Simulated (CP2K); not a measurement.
Two runs for the C K edge of boryloxirane. Run A: CP2K XAS_TDP, all-electron GAPW, PBEh(45%), aug-cc-pVDZ, TDA, no relativity. Run B differs in one setting.

First lines with a strength over 0.0015. A:

| atom | energy (eV) | states | strength, one atom |
| --- | --- | --- | --- |
| C2 (bonded to B, C, O and H) | 282.55 | 1 | 0.0045 |
|  | 284.60 | 1 | 0.0500 |
|  | 285.27 | 1 | 0.0153 |
|  | 285.65 | 1 | 0.0156 |
|  | 287.07 | 1 | 0.0034 |
| C3 (bonded to C, O and 2 H) | 283.44 | 1 | 0.0307 |
|  | 285.54 | 1 | 0.0151 |
|  | 285.88 | 1 | 0.0165 |
|  | 286.33 | 1 | 0.0205 |
|  | 287.08 | 1 | 0.0038 |

B:

| atom | energy (eV) | states | strength, one atom |
| --- | --- | --- | --- |
| C2 (bonded to B, C, O and H) | 288.64 | 1 | 0.0044 |
|  | 290.69 | 1 | 0.0489 |
|  | 291.37 | 1 | 0.0149 |
|  | 291.75 | 1 | 0.0153 |
|  | 293.17 | 1 | 0.0033 |
| C3 (bonded to C, O and 2 H) | 289.57 | 1 | 0.0301 |
|  | 291.67 | 1 | 0.0148 |
|  | 292.02 | 1 | 0.0162 |
|  | 292.47 | 1 | 0.0201 |
|  | 293.21 | 1 | 0.0037 |

Q: Which was it: scalar relativity switched on, GW2X switched on, the functional, the basis?

GW2X switched on. GW2X shifts an atom's lines together and keeps their spacings. Against PBEh(45%) in aug-cc-pVDZ, the leading lines move by +6.09 eV (C2, to 290.69) and +6.13 eV (C3, to 289.57).

[Hosts, paths, dates, database ids (printed as entryN), source tags and the programs' standing remarks are cut or masked in the printed files.]
